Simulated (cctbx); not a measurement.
# MgZn2P2O7 with cctbx, script by script

Library: cctbx 2025.11. The data are simulated by the first script.

## 1. Simulate the data

run.py:

```python
from cctbx import adptbx, crystal, miller, sgtbx, xray
from cctbx.array_family import flex
from iotbx.shelx import hklf
from scitbx import matrix
import scitbx.random

cs = crystal.symmetry(unit_cell=(19.499, 5.619, 5.559, 90, 90, 90), space_group_symbol='Hall: C 2c -2')  # Cmc2_1
atoms = [  # label, site, U (iso, or U11 U22 U33 U12 U13 U23 in A^2), occupancy
    ("Zn1", (0.7947, 0.7933, 0.2194), (0.0140, 0.0137, 0.0106, -0.0002, 0.0003, -0.0020), 1),
    ("P1", (0.8964, 0.7231, 0.7442), (0.0190, 0.0150, 0.0125, 0.0007, 0.0031, 0.0031), 1),
    ("Mg1", (0, 0.7409, 0.2649), (0.0167, 0.0184, 0.0174, 0.0000, 0.0000, 0.0007), 1),
    ("O1", (0.9241, 0.9076, 0.0911), (0.0183, 0.0224, 0.0174, 0.0005, 0.0000, 0.0000), 1),
    ("O2", (0, 0.424, 0.1009), (0.0231, 0.0212, 0.0241, 0.0000, 0.0000, 0.0019), 1),
    ("O3", (0.6463, 0.0871, 0.4145), (0.0302, 0.0286, 0.0310, 0.0009, 0.0006, 0.0018), 1),
    ("O4", (0.7056, 0.3645, 0.841), (0.0288, 0.0202, 0.0210, -0.0012, 0.0050, -0.0017), 1),
]
xs = xray.structure(crystal_symmetry=cs)
for label, site, u, occ in atoms:
    u = adptbx.u_cif_as_u_star(cs.unit_cell(), u) if isinstance(u, tuple) else u
    xs.add_scatterer(xray.scatterer(label, site=site, u=u, occupancy=occ))
xs.set_inelastic_form_factors(0.71073, "sasaki")
xs.show_summary()
p1 = xs.expand_to_p1()
ms = miller.build_set(p1, anomalous_flag=True, d_min=0.77)
flex.set_random_seed(692641)
scitbx.random.set_random_seed(692641)
ms = ms.select(flex.random_double(ms.size()) < 0.9)
i = ms.structure_factors_from_scatterers(p1, algorithm="direct").f_calc().as_intensity_array().data()
i = i * 20000 / flex.max(i)
sig = flex.sqrt(i + flex.pow2(0.015 * i) + 15 ** 2)
noise = scitbx.random.variate(scitbx.random.normal_distribution())(i.size())
data = ms.array(data=i + sig * noise, sigmas=sig).set_observation_type_xray_intensity()
with open("data.hkl", "w") as f:
    data.export_as_shelx_hklf(f)
print("reflections written:", data.size(), " <I/sigma> = %.1f" % flex.mean(data.data() / data.sigmas()))
for h, a, b in list(data.sort("data"))[:12]:
    print("%4d%4d%4d %9.1f %7.1f" % (h + (a, b)))
```

```console
$ python run.py
```

```text
Number of scatterers: 7
At special positions: 2
Unit cell: (19.499, 5.619, 5.559, 90, 90, 90)
Space group: C m c 21 (No. 36)
reflections written: 5020  <I/sigma> = 7.5
   0   0   2   19722.2   332.0
   0   0  -2   19226.1   324.1
 -10   0   0   19223.8   312.7
  10   0   0   18567.9   312.7
   5   1   1   17108.3   281.5
  -5  -1   1   16897.3   281.5
  -5   1   1   16770.9   281.5
   5   1  -1   16709.5   279.1
  -5   1  -1   16536.2   279.1
   5  -1  -1   16485.6   279.1
  -5  -1  -1   16467.0   279.1
   5  -1   1   16424.4   281.5
```

Run time: 0.42 s on 1 thread of Arm Neoverse N1, on a shared host, peak memory 0.07 GiB.

## 2. Refinement (refined in the given hand)

run.py:

```python
import math
from cctbx import adptbx, crystal, maptbx, sgtbx, xray
from cctbx.array_family import flex
from cctbx.xray import observations
from iotbx.shelx import hklf
from scitbx.lstbx import normal_eqns_solving
from smtbx import absolute_structure, utils
from smtbx.refinement import constraints, least_squares

cs = crystal.symmetry(unit_cell=(19.499, 5.619, 5.559, 90, 90, 90), space_group_symbol='Hall: C 2c -2')  # Cmc2_1
atoms = [  # label, site, U (iso, or U11 U22 U33 U12 U13 U23 in A^2), occupancy
    ("Zn1", (0.7956, 0.7923, 0.2195), 0.0200, 1),
    ("P1", (0.8972, 0.7278, 0.7458), 0.0200, 1),
    ("Mg1", (0, 0.7412, 0.2621), 0.0200, 1),
    ("O1", (0.9239, 0.907, 0.0939), 0.0200, 1),
    ("O2", (0, 0.4228, 0.0987), 0.0200, 1),
    ("O3", (0.6456, 0.0916, 0.4195), 0.0200, 1),
    ("O4", (0.705, 0.3603, 0.8383), 0.0200, 1),
]
xs = xray.structure(crystal_symmetry=cs)
for label, site, u, occ in atoms:
    u = adptbx.u_cif_as_u_star(cs.unit_cell(), u) if isinstance(u, tuple) else u
    xs.add_scatterer(xray.scatterer(label, site=site, u=u, occupancy=occ))
xs.set_inelastic_form_factors(0.71073, "sasaki")
xs.convert_to_anisotropic()
raw = hklf.reader(file_name="data.hkl").as_miller_arrays(crystal_symmetry=cs, anomalous=True)[0]
merged = raw.eliminate_sys_absent().merge_equivalents()
fo2 = merged.array().set_observation_type_xray_intensity()
print("Rint %.3f, %d unique reflections to %.2f A" % (merged.r_int(), fo2.size(), fo2.d_min()))
for sc in xs.scatterers():
    sc.flags.set_grad_site(True)
    sc.flags.set_grad_u_aniso(sc.flags.use_u_aniso())
    sc.flags.set_grad_u_iso(sc.flags.use_u_iso())
obs = fo2.as_xray_observations()
extra = {}
rep = constraints.reparametrisation(xs, [], utils.connectivity_table(xs), **extra)
ls = least_squares.crystallographic_ls(obs, rep, weighting_scheme=least_squares.mainstream_shelx_weighting(a=0, b=0))
print("cycle     R1     wR2    GooF  max shift (A)")
for cycle in range(8):
    ls.build_up()
    r1, wr2, goof = ls.r1_factor(cutoff_factor=2)[0], ls.wR2(), ls.goof()
    old = xs.sites_cart()
    normal_eqns_solving.levenberg_marquardt_iterations(ls, n_max_iterations=3, tau=1e-06, step_threshold=1e-7)
    big = flex.max((xs.sites_cart() - old).norms())
    print("%4d %7.4f %7.4f %7.3f %9.5f" % (cycle + 1, r1, wr2, goof, big))
    ls.build_up(objective_only=True)
    if abs(ls.wR2() - wr2) < 5e-5 and big < 5e-4:
        break
ls.build_up()
print("final R1 %.4f wR2 %.4f GooF %.3f  parameters %d  data/parameter %.1f" % (ls.r1_factor(cutoff_factor=2)[0], ls.wR2(), ls.goof(), ls.n_parameters, fo2.size() / ls.n_parameters))
cov = ls.covariance_matrix_and_annotations()
su = dict(zip(cov.annotations, (math.sqrt(max(v, 0)) for v in cov.matrix.matrix_packed_u_diagonal())))
a2 = cs.unit_cell().reciprocal_parameters()[0] ** -2
print("atom        x        y        z      Ueq    occ   su(xyz)  su(Uiso or U11)")
for sc in xs.scatterers():
    s = max(su.get(sc.label + k, 0) for k in (".x", ".y", ".z"))
    npd = "" if sc.is_positive_definite_u(cs.unit_cell()) else "  NPD"
    print("%-5s %8.5f %8.5f %8.5f %8.4f %6.3f %8.5f %7.4f%s" % ((sc.label,) + sc.site + (sc.u_iso_or_equiv(cs.unit_cell()), sc.occupancy, s, su.get(sc.label + ".uiso", su.get(sc.label + ".u11", 0) * a2), npd)))
fc = fo2.structure_factors_from_scatterers(xs, algorithm="direct").f_calc()
absolute_structure.flack_analysis(xs, fo2.as_xray_observations()).show()
h = absolute_structure.hooft_analysis(fo2, fc, scale_factor=ls.scale_factor())
print("Hooft y: %.3f(%.0f)  Bijvoet pairs: %d" % (h.hooft_y, 1000 * h.sigma_y, h.n_bijvoet_pairs))
fo = fo2.f_sq_as_f()
fc = fo.structure_factors_from_scatterers(xs, algorithm="direct").f_calc()
diff = fo.f_obs_minus_f_calc(1 / math.sqrt(ls.scale_factor()), fc).average_bijvoet_mates()
m = diff.fft_map(symmetry_flags=maptbx.use_space_group_symmetry, resolution_factor=0.25).apply_volume_scaling()
print("difference map: max %.2f min %.2f rms %.2f" % (m.statistics().max(), m.statistics().min(), m.statistics().sigma()))
peaks = m.peak_search(parameters=maptbx.peak_search_parameters(min_distance_sym_equiv=0.6, max_clusters=6)).all()
near = xs.closest_distances(peaks.sites(), distance_cutoff=4)
sps = cs.special_position_settings(min_distance_sym_equiv=0.5)
for k, (x, h) in enumerate(zip(peaks.sites(), peaks.heights())):
    ss = sps.site_symmetry(x)
    print("Q%-3d %7.4f %7.4f %7.4f %4d %7.2f  %.2f A from %s" % ((k + 1,) + tuple(t % 1 for t in ss.exact_site()) + (ss.multiplicity(), h, near.smallest_distances[k], xs.scatterers()[near.i_seqs[k]].label)))
```

```console
$ python run.py
```

```text
Rint 0.024, 718 unique reflections to 0.77 A
cycle     R1     wR2    GooF  max shift (A)
   1  0.0907  0.1763   6.663   0.04281
   2  0.0141  0.0247   0.935   0.00328
   3  0.0140  0.0247   0.933   0.00072
   4  0.0140  0.0247   0.933   0.00017
final R1 0.0140 wR2 0.0247 GooF 0.933  parameters 57  data/parameter 12.6
atom        x        y        z      Ueq    occ   su(xyz)  su(Uiso or U11)
Zn1    0.79468  0.79327  0.21957   0.0128  1.000  0.00005  0.0001
P1     0.89636  0.72319  0.74434   0.0158  1.000  0.00019  0.0002
Mg1    0.00000  0.74123  0.26480   0.0174  1.000  0.00022  0.0005
O1     0.92400  0.90750  0.09172   0.0196  1.000  0.00037  0.0009
O2     0.00000  0.42456  0.10156   0.0231  1.000  0.00054  0.0014
O3     0.64659  0.08594  0.41455   0.0295  1.000  0.00044  0.0010
O4     0.70548  0.36455  0.84061   0.0226  1.000  0.00032  0.0009
Flack x: 0.014(16)
Hooft y: -0.016(12)  Bijvoet pairs: 317
difference map: max 0.32 min -0.29 rms 0.08
Q1    0.1018  0.4473  0.2091    8    0.35  0.98 A from P1
Q2    0.0699  0.9965  0.2143    8    0.34  0.85 A from O1
Q3    0.2290  0.3723  0.1563    8    0.31  1.40 A from Zn1
Q4    0.1157  0.4556  0.3871    8    0.30  0.96 A from O3
Q5    0.0485  0.4542  0.6406    8    0.28  1.19 A from O2
Q6    0.0000  0.2492  0.8982    4    0.28  0.74 A from Mg1
```

Time: 0.9 s.

## 3. Refinement

run.py, as its changes from the last script of this kind:

```diff
@@ -12,7 +12,7 @@
-    ("Zn1", (0.7956, 0.7923, 0.2195), 0.0200, 1),
-    ("P1", (0.8972, 0.7278, 0.7458), 0.0200, 1),
-    ("Mg1", (0, 0.7412, 0.2621), 0.0200, 1),
-    ("O1", (0.9239, 0.907, 0.0939), 0.0200, 1),
-    ("O2", (0, 0.4228, 0.0987), 0.0200, 1),
-    ("O3", (0.6456, 0.0916, 0.4195), 0.0200, 1),
-    ("O4", (0.705, 0.3603, 0.8383), 0.0200, 1),
+    ("Zn1", (0.20532, 0.20673, 0.78043), 0.0128, 1),
+    ("P1", (0.10364, 0.27681, 0.25566), 0.0158, 1),
+    ("Mg1", (0, 0.25877, 0.7352), 0.0174, 1),
+    ("O1", (0.076, 0.0925, 0.90828), 0.0196, 1),
+    ("O2", (0, 0.57544, 0.89844), 0.0231, 1),
+    ("O3", (0.35341, 0.91406, 0.58545), 0.0295, 1),
+    ("O4", (0.29452, 0.63545, 0.15939), 0.0226, 1),
```

```console
$ python run.py
```

```text
Rint 0.024, 718 unique reflections to 0.77 A
cycle     R1     wR2    GooF  max shift (A)
   1  0.0489  0.1014   3.833   0.01824
   2  0.0433  0.0872   3.298   0.00420
   3  0.0433  0.0872   3.297   0.00108
   4  0.0433  0.0872   3.297   0.00028
final R1 0.0433 wR2 0.0872 GooF 3.297  parameters 57  data/parameter 12.6
atom        x        y        z      Ueq    occ   su(xyz)  su(Uiso or U11)
Zn1    0.20530  0.20698  0.77955   0.0124  1.000  0.00020  0.0003
P1     0.10372  0.27671  0.25933   0.0179  1.000  0.00086  0.0009
Mg1    0.00000  0.25932  0.73693   0.0218  1.000  0.00096  0.0018
O1     0.07611  0.09257  0.90816   0.0203  1.000  0.00132  0.0032
O2     0.00000  0.57506  0.89519   0.0238  1.000  0.00194  0.0052
O3     0.35337  0.91398  0.58545   0.0296  1.000  0.00159  0.0037
O4     0.29430  0.63503  0.15833   0.0235  1.000  0.00120  0.0034
Flack x: 0.99(2)
Hooft y: 1.065(14)  Bijvoet pairs: 317
difference map: max 0.58 min -0.55 rms 0.11
Q1    0.0000  0.1699  0.8353    4    0.58  0.74 A from Mg1
Q2    0.0000  0.2722  0.5120    4    0.44  1.08 A from O2
Q3    0.2040  0.2030  0.7918    8    0.43  0.08 A from Zn1
Q4    0.0696  0.0275  0.7983    8    0.41  0.72 A from O1
Q5    0.1007  0.4368  0.2697    8    0.39  0.90 A from P1
Q6    0.1597  0.3697  0.1751    8    0.38  1.30 A from P1
```

Time: 0.91 s.

This run holds a fault made on purpose: the structure inverted.

## 4. Simulate the data

run.py, as its changes from the last script of this kind:

```diff
@@ -21 +21 @@
-xs.set_inelastic_form_factors(0.71073, "sasaki")
+xs.set_inelastic_form_factors(1.54184, "sasaki")
@@ -24,3 +24,3 @@
-ms = miller.build_set(p1, anomalous_flag=True, d_min=0.77)
-flex.set_random_seed(692641)
-scitbx.random.set_random_seed(692641)
+ms = miller.build_set(p1, anomalous_flag=True, d_min=0.83)
+flex.set_random_seed(708248)
+scitbx.random.set_random_seed(708248)
@@ -28,0 +29 @@
+i = i / flex.sqrt(1 + 0.1 * i / flex.max(i))  # extinction
@@ -30 +31 @@
-sig = flex.sqrt(i + flex.pow2(0.015 * i) + 15 ** 2)
+sig = flex.sqrt(i + flex.pow2(0.015 * i) + 2 ** 2)
```

```console
$ python run.py
```

```text
Number of scatterers: 7
At special positions: 2
Unit cell: (19.499, 5.619, 5.559, 90, 90, 90)
Space group: C m c 21 (No. 36)
reflections written: 3975  <I/sigma> = 9.3
   0   0   2   19885.2   331.7
 -10   0   0   19760.6   318.5
  10   0   0   19541.9   318.5
  -5  -1   1   17074.6   283.4
   5  -1   1   17074.5   283.4
  -5   1  -1   17000.1   283.5
  -5   1   1   16780.9   283.4
   5   1  -1   16687.0   283.5
   5  -1  -1   16686.4   283.5
   5   1   1   16497.1   283.4
   0   2   2   16487.3   278.8
   0  -2   2   16480.8   278.8
```

Time: 0.42 s.

## 5. Refinement (refined in the given hand)

run.py, as its changes from the last script of this kind:

```diff
@@ -12,7 +12,7 @@
-    ("Zn1", (0.20532, 0.20673, 0.78043), 0.0128, 1),
-    ("P1", (0.10364, 0.27681, 0.25566), 0.0158, 1),
-    ("Mg1", (0, 0.25877, 0.7352), 0.0174, 1),
-    ("O1", (0.076, 0.0925, 0.90828), 0.0196, 1),
-    ("O2", (0, 0.57544, 0.89844), 0.0231, 1),
-    ("O3", (0.35341, 0.91406, 0.58545), 0.0295, 1),
-    ("O4", (0.29452, 0.63545, 0.15939), 0.0226, 1),
+    ("Zn1", (0.7949, 0.7887, 0.2178), 0.0200, 1),
+    ("P1", (0.8976, 0.7251, 0.7431), 0.0200, 1),
+    ("Mg1", (0, 0.7427, 0.2634), 0.0200, 1),
+    ("O1", (0.9238, 0.9066, 0.089), 0.0200, 1),
+    ("O2", (0, 0.432, 0.1053), 0.0200, 1),
+    ("O3", (0.648, 0.092, 0.4153), 0.0200, 1),
+    ("O4", (0.7068, 0.367, 0.8398), 0.0200, 1),
@@ -24 +24 @@
-xs.set_inelastic_form_factors(0.71073, "sasaki")
+xs.set_inelastic_form_factors(1.54184, "sasaki")
```

```console
$ python run.py
```

```text
Rint 0.018, 577 unique reflections to 0.83 A
cycle     R1     wR2    GooF  max shift (A)
   1  0.0901  0.2050   8.786   0.05231
   2  0.0109  0.0234   1.005   0.00226
   3  0.0109  0.0234   1.004   0.00019
final R1 0.0109 wR2 0.0234 GooF 1.004  parameters 57  data/parameter 10.1
atom        x        y        z      Ueq    occ   su(xyz)  su(Uiso or U11)
Zn1    0.79469  0.79329  0.21815   0.0124  1.000  0.00004  0.0001
P1     0.89638  0.72309  0.74327   0.0152  1.000  0.00014  0.0002
Mg1    0.00000  0.74072  0.26447   0.0169  1.000  0.00019  0.0004
O1     0.92410  0.90784  0.08950   0.0190  1.000  0.00027  0.0007
O2     0.00000  0.42402  0.09970   0.0221  1.000  0.00042  0.0011
O3     0.64650  0.08701  0.41282   0.0295  1.000  0.00036  0.0009
O4     0.70548  0.36467  0.83946   0.0228  1.000  0.00030  0.0009
Flack x: -0.01(3)
Hooft y: -0.005(34)  Bijvoet pairs: 252
difference map: max 0.16 min -0.16 rms 0.04
Q1    0.0000  0.0277  0.7152    4    0.17  1.33 A from Mg1
Q2    0.0000  0.0549  0.9304    4    0.13  1.47 A from Mg1
Q3    0.1073  0.5242  0.2172    8    0.13  1.38 A from O3
Q4    0.1936  0.3854  0.4939    8    0.13  1.53 A from O3
Q5    0.2089  0.0462  0.2487    8    0.12  0.71 A from O4
Q6    0.1006  0.1270  0.4770    8    0.12  0.81 A from O1
```

Time: 0.76 s.

## 6. Simulate the data

run.py, as its changes from the last script of this kind:

```diff
@@ -21 +21 @@
-xs.set_inelastic_form_factors(1.54184, "sasaki")
+xs.set_inelastic_form_factors(0.6889, "sasaki")
@@ -24,3 +24,3 @@
-ms = miller.build_set(p1, anomalous_flag=True, d_min=0.83)
-flex.set_random_seed(708248)
-scitbx.random.set_random_seed(708248)
+ms = miller.build_set(p1, anomalous_flag=True, d_min=0.84)
+flex.set_random_seed(685596)
+scitbx.random.set_random_seed(685596)
@@ -29,3 +29,6 @@
-i = i / flex.sqrt(1 + 0.1 * i / flex.max(i))  # extinction
-i = i * 20000 / flex.max(i)
-sig = flex.sqrt(i + flex.pow2(0.015 * i) + 2 ** 2)
+law = matrix.sqr((-1, 0, 0, 0, -1, 0, 0, 0, -1))
+mate = flex.miller_index([tuple(matrix.row(h) * law) for h in ms.indices()])
+i2 = ms.customized_copy(indices=mate).structure_factors_from_scatterers(p1, algorithm="direct").f_calc().as_intensity_array().data()
+i = (1 - 0.8) * i + 0.8 * i2
+i = i * 40000 / flex.max(i)
+sig = flex.sqrt(i + flex.pow2(0.04 * i) + 4 ** 2)
```

```console
$ python run.py
```

```text
Number of scatterers: 7
At special positions: 2
Unit cell: (19.499, 5.619, 5.559, 90, 90, 90)
Space group: C m c 21 (No. 36)
reflections written: 3888  <I/sigma> = 7.5
   0   0  -2   41037.0  1612.5
 -10   0   0   38505.3  1518.5
   0   0   2   36901.3  1588.6
  -5  -1   1   35707.2  1341.9
   5  -1   1   33737.6  1341.9
  -5  -1  -1   33431.8  1349.3
  -5   1  -1   32780.4  1349.3
   5   1   1   32687.1  1341.9
  -5   1   3   32369.9  1223.7
   5   1  -1   32323.3  1349.3
  -5   1   1   32276.2  1341.9
   0  -2   2   32270.6  1282.9
```

Run time: 0.45 s on 1 thread of Arm Neoverse N1, with other jobs on the host, peak memory 0.07 GiB.

[Logs are printed without paths, hosts, clocks, repeated set-up lines and the standing remarks that a program may print on its own settings, such as how far it seeks lower states.]
